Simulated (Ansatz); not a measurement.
## KSrBr3 (built on the sites of a database entry of CsPbBr3): a soft mode frozen in

Aim: this structure of KSrBr3 (built on the sites of a database entry of CsPbBr3) is to be tested for unstable modes, and one is followed downhill.

Method: DFT PBEsol, scalar-relativistic, plane waves, PseudoDojo norm-conserving pseudopotentials, in Ansatz 0.2.0.

The structure was built from a prototype and need not be the compound's stable phase.

### Step 1. Set-up

It takes space group Pm-3m (No. 221, cubic). Conventional cell: a = 5.873 Å, b = 5.873 Å, c = 5.873 Å, α = 90.00°, β = 90.00°, γ = 90.00°. Nearest to K lie 12 Br at 4.15 Å. Nearest to Sr lie 6 Br at 2.94 Å. Nearest to Br lie 2 Sr at 2.94 Å and 4 K at 4.15 Å. Farther neighbours and most contacts between anions are not listed.

As a file:

```cif
data_structure
_symmetry_space_group_name_H-M 'P 1'
_symmetry_Int_Tables_number 1
_cell_length_a 5.8733
_cell_length_b 5.8733
_cell_length_c 5.8733
_cell_angle_alpha 90.000
_cell_angle_beta 90.000
_cell_angle_gamma 90.000
_cell_volume 202.61
loop_
_atom_site_label
_atom_site_type_symbol
_atom_site_fract_x
_atom_site_fract_y
_atom_site_fract_z
_atom_site_occupancy
K1 K 0.00000 0.00000 0.00000 1
Sr2 Sr 0.50000 0.50000 0.50000 1
Br3 Br 0.00000 0.50000 0.50000 1
Br4 Br 0.50000 0.00000 0.50000 1
Br5 Br 0.50000 0.50000 0.00000 1
```

### Step 2. Response at finite wavevector

The cell comes from relaxations at this level that are not shown. Stability and thermal properties need the whole zone. Linear response on a 2×2×2 q mesh gives force constants as far as a supercell of that size would, and the tensors from the zone-centre run are typed in so that the long-range dipole term is interpolated apart.

input.yaml

```yaml
crystal:
  lattice:
    - [5.8733190708, 0.0, 0.0]
    - [0.0, 5.8733190708, 0.0]
    - [0.0, 0.0, 5.8733190708]
  atoms:
    - { symbol: K, position: [0.0, 0.0, 0.0] }
    - { symbol: Sr, position: [0.5, 0.5, 0.5] }
    - { symbol: Br, position: [0.0, 0.5, 0.5] }
    - { symbol: Br, position: [0.5, 0.0, 0.5] }
    - { symbol: Br, position: [0.5, 0.5, 0.0] }
kpoints:
  mp_grid: { grid: [4, 4, 4] }
hamiltonian:
  xc: pbesol
  pseudopotentials: { kind: nc, accuracy: standard }
scf:
  occupations: { method: fixed }
output:
  eigenvalues: true
phonons:
  method: dfpt
  qmesh: [2, 2, 2]
  temperatures: { t_max: 1000, t_step: 50 }
  qpath:
    path:
      - [[0.0, 0.0, 0.0], [0.0, 0.5, 0.0], [0.5, 0.5, 0.0], [0.0, 0.0, 0.0], [0.5, 0.5, 0.5], [0.0, 0.5, 0.0]]
      - [[0.5, 0.5, 0.5], [0.5, 0.5, 0.0]]
    npoints: 10
  non_analytic_term:
    high_frequency_dielectric_tensor: [[2.7386, 0.0, 0.0], [0.0, 2.7386, 0.0], [0.0, 0.0, 2.7386]]
    born_effective_charges:
      - { species: K, tensor: [[1.314, 0.0, 0.0], [0.0, 1.314, 0.0], [0.0, 0.0, 1.314]] }
      - { species: Sr, tensor: [[2.4104, 0.0, 0.0], [0.0, 2.4104, 0.0], [0.0, 0.0, 2.4104]] }
      - { species: Br, tensor: [[-2.0009, 0.0, 0.0], [0.0, -0.8617, 0.0], [0.0, 0.0, -0.8617]] }
      - { species: Br, tensor: [[-0.8617, 0.0, 0.0], [0.0, -2.0009, 0.0], [0.0, 0.0, -0.8617]] }
      - { species: Br, tensor: [[-0.8617, 0.0, 0.0], [0.0, -0.8617, 0.0], [0.0, 0.0, -2.0009]] }
    source: "zone-centre run at this cell"
```

The run is started by

```sh
ansatz run input.yaml --threads 8 --pin off --max-ram 14336MiB --backend cpu --events-out ev --progress --plain --runs-dir out
```

Numbers of over 12 decimals in the logs are rounded to 6 here.

The program printed:

```text
Engine: ansatz 0.2.0, aarch64-unknown-linux-gnu
Pseudopotentials: kind: nc
Pseudopotential: K, nc, valence charge 9, recommended cutoff 1006.821291 eV (normal), K.nc.azcp (PseudoDojo's, or run here from an input of PseudoDojo's; its table is named by hamiltonian.pseudopotentials.accuracy)
Pseudopotential: Sr, nc, valence charge 10, recommended cutoff 925.187132 eV (normal), Sr.nc.azcp (PseudoDojo's, or run here from an input of PseudoDojo's; its table is named by hamiltonian.pseudopotentials.accuracy)
Pseudopotential: Br, nc, valence charge 7, recommended cutoff 625.861884 eV (normal), Br.nc.azcp (PseudoDojo's, or run here from an input of PseudoDojo's; its table is named by hamiltonian.pseudopotentials.accuracy)
Functional definition: PBEsol
  exchange = pbesol_x
  correlation = pbesol_c
Crystal: 5 atoms, lattice volume = 202.605 Å³
Basis set: ecut = 1006.821291 eV, 14771 PW (Γ), exchange–correlation on 128×128×128 points (8 copies of the dense FFT grid, shifted against one another)
Bands: 25, of which v1, the nominal top of the filled ones, is band 20 counted from 1 (19 counted from 0)
Symmetry: 48 space group operations
k-points: 10 of 64
Non-local potential: K, projectors of the file, l = 0: 2, l = 1: 2, l = 2: 2
Non-local potential: Sr, projectors of the file, l = 0: 2, l = 1: 2, l = 2: 2
Non-local potential: Br, projectors of the file, l = 0: 2, l = 1: 2, l = 2: 2
Initial density: superposition of atomic densities (chi_scale 0.1, normalization cell, long waves kept (reshape's long-wave potential 0.01 eV rms))
Initial wavefunctions: pseudopotential atomic-orbital guess
Functional: x = pbesol(κ = 0.804, μ = 0.123457), c = pbesol(β = 0.046)
SCF iter   1: F=—  HF=-3041.090512 eV  |F-HF|=—  |Δ(HF+E_count)|=         —  Δρ=3.26e-2  dr2=4.27e0  ethr=3.10e-3  ⟨swp⟩=8.8  Hψ=1418  notcnv=0  defer=26
preconditioner: auto → Resta (q_TF=auto, 2.082 Å⁻¹)  ε∞=4.5  [insulator: Δε(μ)=2.833 eV  Ē_g=5.879 eV  n_scr=26 (ndim 8)  ℏωp=11.1 eV  f_vac=0.004  ε∞_Penn≈4.5]
SCF iter   2: F=—  HF=-3039.622208 eV  |F-HF|=—  |Δ(HF+E_count)|=    1.47e0  Δρ=1.38e-2  dr2=9.67e-1  ethr=3.10e-3  ⟨swp⟩=5.1  Hψ=664  notcnv=0  defer=25
SCF iter   3: F=—  HF=-3039.227869 eV  |F-HF|=—  |Δ(HF+E_count)|=   3.94e-1  Δρ=4.15e-3  dr2=6.08e-2  ethr=2.42e-3  ⟨swp⟩=4.6  Hψ=564  notcnv=0  defer=26
SCF iter   4: F=—  HF=-3039.227981 eV  |F-HF|=—  |Δ(HF+E_count)|=   1.12e-4  Δρ=9.73e-4  dr2=3.09e-3  ethr=1.52e-4  ⟨swp⟩=4.2  Hψ=630  notcnv=0  defer=26
SCF iter   5: F=—  HF=-3039.229802 eV  |F-HF|=—  |Δ(HF+E_count)|=   1.82e-3  Δρ=2.91e-4  dr2=2.62e-4  ethr=7.73e-6  ⟨swp⟩=4.2  Hψ=484  notcnv=0  defer=26
SCF iter   6: F=—  HF=-3039.230406 eV  |F-HF|=—  |Δ(HF+E_count)|=   6.04e-4  Δρ=6.69e-5  dr2=2.30e-5  ethr=6.55e-7  ⟨swp⟩=3.2  Hψ=455  notcnv=0  defer=26
SCF iter   7: F=—  HF=-3039.230456 eV  |F-HF|=—  |Δ(HF+E_count)|=   4.91e-5  Δρ=2.06e-5  dr2=3.42e-6  ethr=5.75e-8  ⟨swp⟩=2.5  Hψ=430  notcnv=0  defer=24
SCF iter   8: F=—  HF=-3039.230655 eV  |F-HF|=—  |Δ(HF+E_count)|=   2.00e-4  Δρ=4.78e-6  dr2=4.92e-8  ethr=8.54e-9  ⟨swp⟩=2.1  Hψ=398  notcnv=0  defer=24
SCF iter   9: F=—  HF=-3039.230655 eV  |F-HF|=—  |Δ(HF+E_count)|=   6.81e-8  Δρ=8.40e-7  dr2=2.60e-9  ethr=1.23e-10  ⟨swp⟩=2.5  Hψ=434  notcnv=0  defer=24
SCF iter  10: F=—  HF=-3039.230655 eV  |F-HF|=—  |Δ(HF+E_count)|=   6.33e-9  Δρ=2.78e-7  dr2=2.04e-10  ethr=6.49e-12  ⟨swp⟩=2.4  Hψ=459  notcnv=0  defer=24
SCF iter  11: F=-3039.230655 eV  HF=-3039.230655 eV  |F-HF|=1.55e-11  |Δ(HF+E_count)|=  3.57e-10  Δρ=6.13e-8  dr2=8.07e-12  ethr=1.00e-12  ⟨swp⟩=25.3  Hψ=3086  notcnv=0
SCF 1 converged in 11 iterations: F = -3039.230655 eV  dr2 = 8.07e-12
NSCF: frozen V_eff on 10 k-points
NSCF: frozen V_eff on 27 k-points
DFPT response loops at q = (0, 0, 0) (fractional): preconditioner auto → none (the input reference at scf.mixing.eps_inf says where Resta's filter doesn't serve); β = 0.50; Broyden in place of MSR1
NSCF: frozen V_eff on 54 k-points
DFPT response loops at q = (0, 0, -0.5) (fractional): preconditioner auto → Resta (q_TF=auto, 2.082 Å⁻¹)  ε∞=4.0 (no band partly filled); β = 1.00, the filter's whole step (`scf.mixing.beta` (0.50) is not read by the response loops at its default; to damp them type it under 1.00, their step now; it binds the ground state too); Broyden in place of MSR1
NSCF: frozen V_eff on 54 k-points
DFPT response loops at q = (0, -0.5, -0.5) (fractional): mixed as the last ones told, above
NSCF: frozen V_eff on 54 k-points
DFPT response loops at q = (-0.5, -0.5, -0.5) (fractional): mixed as the last ones told, above
SCF converged after 11 iterations
Free energy (F): -3039.230655 eV
Harris-Foulkes:  -3039.230655 eV  (|F-HF|=1.55e-11)
Internal energy: -3039.230655 eV  (E = F + TS)
E sigma→0 (E₀):  -3039.230655 eV
Fermi energy:    1.121174 eV
--- Per-component energies (eV) ---
  E_band       = -336.361926
  E_kinetic    = 887.609912
  E_local      = -2361.169584  (includes V_loc(G=0)·N_el)
  E_nonlocal   = 437.712342
  E_hartree    = 664.007344
  E_xc         = -820.364312
  E_vxc        = -628.529295  (∫ρ·V_xc dr)
  E_ewald      = -1847.026357
  E_smearing   = -0.000000  (= −TS)
  E_closure    = -0.000000  (closes the sum)
  Σ components = -3039.230655   (vs F -3039.230655, Δ=0.00e0)
--- Band table (eV; the first three rows and the last of 10) ---
  k-point 0: bands = [... 16 lower, 0.6279, 0.8747, 0.8747, 0.8747, 4.8466, 6.2541, 6.2541, 6.2541, ... 1 higher]
  k-point 1: bands = [... 16 lower, 0.5059, 0.5683, 0.8178, 0.8178, 5.4208, 6.3425, 6.7862, 6.7862, ... 1 higher]
  k-point 2: bands = [... 16 lower, 0.3098, 0.5111, 0.7917, 0.7917, 6.4450, 6.5771, 6.5841, 7.5272, ... 1 higher]
  k-point 9: bands = [... 16 lower, -0.2892, 1.1212, 1.1212, 1.1212, 6.2177, 7.5090, 7.5090, 7.5090, ... 1 higher]
--- Phonons (Γ-DFPT): 4 representative perturbations + reference (Σ response iterations 10) ---
  ASR residual: 1.922e-4 → 0.000e0 eV/Å²; symmetrization residual: 1.505e-6 eV/Å²
  ASR residual per site (eV/Å²): 9.66e-5 1.92e-4 6.98e-5 6.98e-5 6.98e-5
  Γ frequencies (cm⁻¹): -55.50 -55.50 -55.50 -20.93 -20.93 -20.93 0.00 0.00 0.00 52.80 52.80 52.80 180.33 180.33 180.33
--- Phonons (arbitrary-q DFPT): 4 irreducible q on the 2×2×2 mesh ---
  q = [0.0000, 0.0000, 0.0000] (star 1, of the zone-centre solve; hermiticity 5.27e-7, symmetrization 1.96e-14): -55.50 -55.50 -55.50 -20.93 -20.93 -20.93 -0.00 0.00 0.00 52.80 52.80 52.80 180.33 180.33 180.33
  q = [0.0000, 0.0000, -0.5000] (star 3, 9 solved perturbations in 216 linear systems a pass and spin channel, the states on 27 of 64 k-point pairs; hermiticity 4.02e-7, symmetrization 1.39e-12, the responses' own estimated error 1.3e-4 eV/Å²): -50.75 -50.75 -20.57 -20.57 -14.16 30.44 30.44 40.99 45.20 45.20 48.27 148.67 163.07 180.26 180.26
  q = [0.0000, -0.5000, -0.5000] (star 3, 9 solved perturbations in 216 linear systems a pass and spin channel, the states on 27 of 64 k-point pairs; hermiticity 2.19e-7, symmetrization 2.85e-12, the responses' own estimated error 1.2e-4 eV/Å²): -51.72 -51.72 -42.08 -41.82 14.58 14.58 44.01 47.25 47.25 51.34 143.88 149.09 149.09 165.89 180.21
  q = [-0.5000, -0.5000, -0.5000] (star 1, 4 solved perturbations in 81 linear systems a pass and spin channel, the states on 27 of 64 k-point pairs; hermiticity 1.04e-7, symmetrization 4.31e-13, the responses' own estimated error 1.1e-4 eV/Å²): -54.27 -54.27 -54.27 -42.26 -42.26 -42.26 60.04 60.04 60.04 143.62 143.62 147.11 147.11 147.11 169.35
  sum rule: each row above includes the acoustic sum rule's correction from the zone centre's row sums; it moved no ω² by more than (0.82 cm⁻¹)²
  mesh force constants: q→R imaginary residual 3.65e-18; ASR residual 1.922e-4 → 0.000e0 eV/Å²; symmetrization residual 9.770e-15 eV/Å²
  interpolated dispersion: 63 rows × 15 modes
  density of states and harmonic sums: on the 12×12×12 q-mesh, interpolated from the force constants of a 2×2×2 supercell (with the dipole–dipole term of supplied tensors)
  largest difference from the sums on the solved wave vectors: F 6.51e-2 eV, S 7.20e-5 and C_V 1.37e-5 eV/K
  zero-point energy: 0.059451 eV/cell   skipped modes (ω ≤ 0): 449, of them read as no rigid motion or as one in doubt: 446 (5.329e0 modes/cell left out, lowest -55.50 cm⁻¹)   left out of the sums: 3.55e-1 of the cell's modes: C_V's classical limit lies that fraction below 3 k_B per atom; for a crystal, a wire or a layer, F and S can be off by more, and a phonons.interpolated_qmesh denser along its periods is the remedy for the sampling
```

It took 4.4 min on 8 threads of Arm Neoverse N1, shared host; peak memory 2.6 GiB.

This step gave:

| Item | Value |
| --- | --- |
| gap on the k-mesh | 3.725 eV |
| volume per atom | 40.52 Å³ |
| sum-rule residual before enforcement | 1.92e-4 eV/Å² |
| lowest frequency on the path | -55.50 cm⁻¹ |
| point group | m-3m |
| highest frequency on the path or at a solved wavevector | 208.9 cm⁻¹ |
| highest optical mode at the zone centre (no LO-TO term) | 180.3 cm⁻¹ |
| lowest optical zone-centre mode | -55.5 cm⁻¹ |
| lowest mode on the q mesh (acoustic modes at Γ apart) | -55.5 cm⁻¹ |

Frequencies (cm⁻¹) solved at each irreducible wavevector; negative means imaginary. Frequencies by wavevector, by row:

| q in reciprocal lattice units | star | mode 1 | mode 2 | mode 3 | mode 4 | mode 13 | mode 14 | mode 15 |
| --- | --- | --- | --- | --- | --- | --- | --- | --- |
| 0 0 0 | 1 | -55.5 | -55.5 | -55.5 | -20.9 | 180.3 | 180.3 | 180.3 |
| 0 0 -0.5 | 3 | -50.8 | -50.8 | -20.6 | -20.6 | 163.1 | 180.3 | 180.3 |
| 0 -0.5 -0.5 | 3 | -51.7 | -51.7 | -42.1 | -41.8 | 149.1 | 165.9 | 180.2 |
| -0.5 -0.5 -0.5 | 1 | -54.3 | -54.3 | -54.3 | -42.3 | 147.1 | 147.1 | 169.3 |

Interpolated from a 2×2×2 q mesh, with the LO-TO term (at Γ the limit along the path; where Γ stands inside the path, tables give the limit on arrival). Phonon branches along the path, in cm⁻¹:

| point | branch 1 | branch 2 | branch 3 | branch 4 | branch 12 | branch 13 | branch 14 | branch 15 |
| --- | --- | --- | --- | --- | --- | --- | --- | --- |
| Γ | -56 | -56 | -21 | -21 | 59 | 180 | 180 | 209 |
| halfway | -53 | -53 | -19 | -19 | 95 | 180 | 180 | 196 |
| X | -51 | -51 | -21 | -21 | 149 | 163 | 180 | 180 |
| halfway | -52 | -47 | -38 | -33 | 149 | 154 | 180 | 182 |
| M | -52 | -52 | -42 | -42 | 149 | 149 | 166 | 180 |
| halfway | -52 | -50 | -30 | -29 | 96 | 170 | 180 | 195 |
| Γ | -56 | -56 | -21 | -21 | 59 | 180 | 180 | 209 |
| halfway | -52 | -52 | -32 | -30 | 98 | 171 | 171 | 194 |
| R | -54 | -54 | -54 | -42 | 147 | 147 | 147 | 169 |
| halfway | -52 | -50 | -44 | -35 | 148 | 152 | 172 | 185 |
| X | -51 | -51 | -21 | -21 | 149 | 163 | 180 | 180 |
| jump to R | -54 | -54 | -54 | -42 | 147 | 147 | 147 | 169 |
| halfway | -52 | -52 | -49 | -42 | 148 | 148 | 159 | 180 |
| M | -52 | -52 | -42 | -42 | 149 | 149 | 166 | 180 |

Symmetry leaves 4 wavevectors to solve. The lowest mode among them, the acoustic zeros apart, lies at Γ and is imaginary, 55.5i cm⁻¹, so the energy falls along it.

### Step 3. The mode frozen in, largest atomic shift 0 Å

The mode followed lies at q = (-0.5, -0.5, -0.5) with frequency 54.3i cm⁻¹ and is 3-fold degenerate, one of the unstable modes though not the softest. At small amplitude the distorted cell has space group no. 74 by a symmetry search on the positions. The undistorted cell that holds it gives the zero of energy on the same k mesh.

System of this step: KSrBr3 (built on the sites of a database entry of CsPbBr3). Symmetry: Pm-3m, No. 221, cubic system. The conventional cell has a = 5.873 Å, b = 5.873 Å, c = 5.873 Å, α = 90.00°, β = 90.00°, γ = 90.00°. K has 12 Br at 4.15 Å nearest. Sr has 6 Br at 2.94 Å nearest. Nearest to Br lie 2 Sr at 2.94 Å and 4 K at 4.15 Å. Farther neighbours and most contacts between anions are not listed.

input.yaml

```yaml
crystal:
  lattice:
    - [5.8733190708, 5.8733190708, 0.0]
    - [5.8733190708, 0.0, 5.8733190708]
    - [5.8733190708, 0.0, -5.8733190708]
  atoms:
    - { symbol: K, position: [0.0, 0.0, 0.0] }
    - { symbol: K, position: [0.0, 0.5, 0.5] }
    - { symbol: Sr, position: [0.5, 0.25, 0.75] }
    - { symbol: Sr, position: [0.5, 0.75, 0.25] }
    - { symbol: Br, position: [0.5, 0.0, 0.5] }
    - { symbol: Br, position: [0.5, 0.5, 0.0] }
    - { symbol: Br, position: [0.0, 0.5, 0.0] }
    - { symbol: Br, position: [0.0, 0.0, 0.5] }
    - { symbol: Br, position: [0.5, 0.0, 0.0] }
    - { symbol: Br, position: [0.5, 0.5, 0.5] }
kpoints:
  mp_grid: { grid: [4, 4, 4] }
hamiltonian:
  xc: pbesol
  pseudopotentials: { kind: nc, accuracy: standard }
scf:
  occupations: { method: gaussian, width: 0.02 }
output:
  forces: true
  stress: true
  eigenvalues: true
```

The program printed:

```text
[...]
Crystal: 10 atoms, lattice volume = 405.211 Å³
Basis set: ecut = 1006.821291 eV, 29603 PW (Γ), exchange–correlation on 180×180×180 points (8 copies of the dense FFT grid, shifted against one another)
Bands: 50, of which v1, the nominal top of the filled ones, is band 40 counted from 1 (39 counted from 0)
Symmetry: 96 space group operations
[...]
k-points: 8 of 64
[...]
k-point 0: bands = [... 36 lower, 0.8745, 1.1210, 1.1210, 1.1210, 4.8465, 6.2175, 6.2542, 6.2542, ... 4 higher]
  k-point 1: bands = [... 36 lower, 0.7876, 0.9939, 0.9939, 1.0415, 5.2898, 6.4640, 6.5339, 6.5592, ... 4 higher]
  k-point 2: bands = [... 36 lower, 0.7912, 0.7912, 0.8608, 0.8608, 6.1581, 6.1581, 7.0717, 7.0717, ... 4 higher]
  k-point 7: bands = [... 36 lower, 0.6151, 0.6151, 0.8999, 0.8999, 6.8134, 6.8134, 6.9638, 6.9638, ... 4 higher]
[key lines of the parts left out:]
SCF converged after 9 iterations
Free energy (F): -6078.462676 eV
Fermi energy:    2.983794 eV
P = ⅓ Tr σ = 0.0031 GPa (0.031 kbar)
```

Wall time 13 s (8 threads); peak memory 3.1 GiB.

Numbers from this step:

* pressure: 0.003067 GPa
* gap on the k-mesh: 3.726 eV
* energy from the undistorted cell: 0 meV/atom

At this level the gap is 3.73 eV on the k-mesh of the self-consistent run, which can miss the band edges.

### Step 4. The mode frozen in, largest atomic shift 0.6 Å

The atoms are moved along the unstable eigenvector, the largest shift by 0.6 Å, with the cell fixed.

input.yaml, the sections that differ from step 3:

```yaml
crystal:
  lattice:
    - [5.8733190708, 5.8733190708, 0.0]
    - [5.8733190708, 0.0, 5.8733190708]
    - [5.8733190708, 0.0, -5.8733190708]
  atoms:
    - { symbol: K, position: [0.0722358284, -0.0722358284, 0.0] }
    - { symbol: K, position: [-0.0722358284, 0.5722358284, 0.5] }
    - { symbol: Sr, position: [0.5, 0.25, 0.75] }
    - { symbol: Sr, position: [0.5, 0.75, 0.25] }
    - { symbol: Br, position: [0.5180734161, -0.0180734161, 0.5] }
    - { symbol: Br, position: [0.4819265839, 0.5180734161, 0.0] }
    - { symbol: Br, position: [0.0, 0.5090367081, 0.0090367081] }
    - { symbol: Br, position: [0.0, -0.0090367081, 0.4909632919] }
    - { symbol: Br, position: [0.5, -0.0090367081, -0.0090367081] }
    - { symbol: Br, position: [0.5, 0.5090367081, 0.5090367081] }
# kpoints, hamiltonian, scf, output: as in step 3
```

The program printed:

```text
[...]
Crystal: 10 atoms, lattice volume = 405.211 Å³
Basis set: ecut = 1006.821291 eV, 29603 PW (Γ), exchange–correlation on 180×180×180 points (8 copies of the dense FFT grid, shifted against one another)
Bands: 50, of which v1, the nominal top of the filled ones, is band 40 counted from 1 (39 counted from 0)
Symmetry: 8 space group operations
[...]
k-points: 18 of 64
[...]
k-point 0: bands = [... 36 lower, 0.8338, 1.0029, 1.0735, 1.0741, 4.9503, 6.2043, 6.2463, 6.2643, ... 4 higher]
  k-point 1: bands = [... 36 lower, 0.7401, 0.9196, 0.9583, 0.9753, 5.3871, 6.4629, 6.5158, 6.5647, ... 4 higher]
  k-point 2: bands = [... 36 lower, 0.7473, 0.7473, 0.8172, 0.8172, 6.2306, 6.2306, 7.0298, 7.0298, ... 4 higher]
  k-point 17: bands = [... 36 lower, 0.5837, 0.7442, 0.7712, 1.0771, 6.3576, 6.6232, 6.6793, 7.1784, ... 4 higher]
[key lines of the parts left out:]
SCF converged after 9 iterations
Free energy (F): -6078.607415 eV
Fermi energy:    3.013722 eV
P = ⅓ Tr σ = 0.2137 GPa (2.137 kbar)
```

Run time: 27 s. Hardware: 8 threads; peak memory 3.8 GiB.

This step gave:

| Item | Value |
| --- | --- |
| pressure | 0.2137 GPa |
| gap on the k-mesh | 3.873 eV |
| energy from the undistorted cell | -14.47 meV/atom |

The energy, extrapolated to zero smearing, is -14.47 meV/atom against the undistorted cell.

The run ends at a pressure of 0.21 GPa, with forces up to 0.12 eV/Å.

### Step 5. Energy along the mode, all amplitudes (two of the runs are shown above)

An imaginary frequency means negative curvature, so the energy should fall and then rise again as anharmonic terms take over.

Numbers from this step:

```
depth at the lowest point sampled  : 14.47 meV/atom
largest atomic shift at that point : 0.6 Å
```

Energy from the parent against largest atomic shift:

| largest atomic shift (Å) | energy from the parent (meV/atom) |
| --- | --- |
| 0.000 | 0 |
| 0.040 | -0.085 |
| 0.080 | -0.339 |
| 0.140 | -1.03 |
| 0.220 | -2.50 |
| 0.320 | -5.11 |
| 0.450 | -9.4 |
| 0.600 | -14.5 |

Displacement at unit largest shift by atom:

| atom | x (Å) | y (Å) | z (Å) | size |
| --- | --- | --- | --- | --- |
| K1 | 0.000 | 0.707 | -0.707 | 1.000 |
| K2 | 0.000 | -0.707 | 0.707 | 1.000 |
| Sr3 | 0.000 | 0.000 | 0.000 | 0.000 |
| Sr4 | 0.000 | 0.000 | 0.000 | 0.000 |
| Br5 | 0.000 | 0.177 | -0.177 | 0.250 |
| Br6 | 0.000 | -0.177 | 0.177 | 0.250 |
| Br7 | 0.177 | 0.000 | 0.000 | 0.177 |
| Br8 | -0.177 | 0.000 | 0.000 | 0.177 |
| Br9 | -0.177 | 0.000 | 0.000 | 0.177 |
| Br10 | 0.177 | 0.000 | 0.000 | 0.177 |

The lowest of the steps tried is the last one, at 0.6 Å, 14.5 meV/atom below the parent; the bottom of the well need not coincide with a step.

(Part 1 of 2 ends here.)

[Logs are printed without paths, hosts, clocks, repeated set-up lines and the standing remarks that a program may print on its own settings, such as how far it seeks lower states.]

[Hosts, paths, dates, database ids (printed as entryN), source tags and the programs' standing remarks are cut or masked in the printed files.]
